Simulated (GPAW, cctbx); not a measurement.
## TaBi2: what bonding does to one electron reflection, worked out

TaBi2, I4/mcm (no. 140), a = 7.1419 Å, b = 7.1419 Å, c = 5.9022 Å, α = 90.00°, β = 90.00°, γ = 90.00°.

| atom | mult. | x | y | z |
| --- | --- | --- | --- | --- |
| Bi1 | 8 | 0.1556 | 0.3444 | 1/2 |
| Ta1 | 4 | 0 | 0 | 3/4 |

The start was made by putting kin elements into a known structure type; the compound need not exist, or be stable, in this form.

A DFT run (GPAW, PBE, 450 eV, 5×5×5 k-points, Fermi–Dirac width 0.1 eV) gives the static X-ray structure factor of 110 as 79.648 e for the conventional cell; superposed free atoms give 79.111 e. **Problem.** Find the Fourier component V of the crystal potential and the two-beam extinction distance at 200 kV in both cases.

## Step 1: Geometry

The cell volume is Ω = 301.05 Å³ and d(110) = 5.0501 Å, so g = 1/d = 0.1980 Å⁻¹.

## Step 2: The nuclei

Electrons feel nuclei as well as electrons, so the nuclear charges are summed with the same phases.

Phase sums Σ exp(2πi h·x), turned so that the total is real and positive: Bi -2.501, Ta +4.000. Then F_Z = 83 × (-2.501) + 73 × (+4.000) = 84.44 e. The electron term has the same sign for this reflection.

## Step 3: Mott–Bethe

Poisson's equation, term by term, gives V = (e/4πε₀)(F_Z − F)/(πΩg²), with e/4πε₀ = 14.3996 V Å.

The prefactor is 14.3996 × 5.0501²/(π × 301.05) = 0.38829 V per electron. Free atoms: (84.44 − 79.111) × 0.38829 = 2.069 V. Crystal: (84.44 − 79.648) × 0.38829 = 1.861 V. F changes by +0.68 % and V by -10.1 %: the same 0.54 e is measured against F_Z − F = 5.3 e in place of F = 79.1 e.

## Step 4: Extinction distance

In the two-beam case ξ = 1/(λU) with U = 2γm₀eV/h², that is ξ = 150.41 V Å²/(γλV).

At 200 kV, λ = 0.02508 Å and γ = 1.3914. Free atoms: ξ = 2083 Å. Crystal: ξ = 2316 Å. The thickness fringes go as sin²(πt/ξ), so the two patterns slip by a quarter of a period when t|1/ξ₁ − 1/ξ₀| = 1/4, at t ≈ 517 nm. Thermal motion, absorption and many-beam coupling, left out here, change a real pattern.

## Step 5: Answer

V(110) is 1.86 V against 2.07 V, and ξ is 2316 against 2083 Å. Limits: static atoms, two beams.
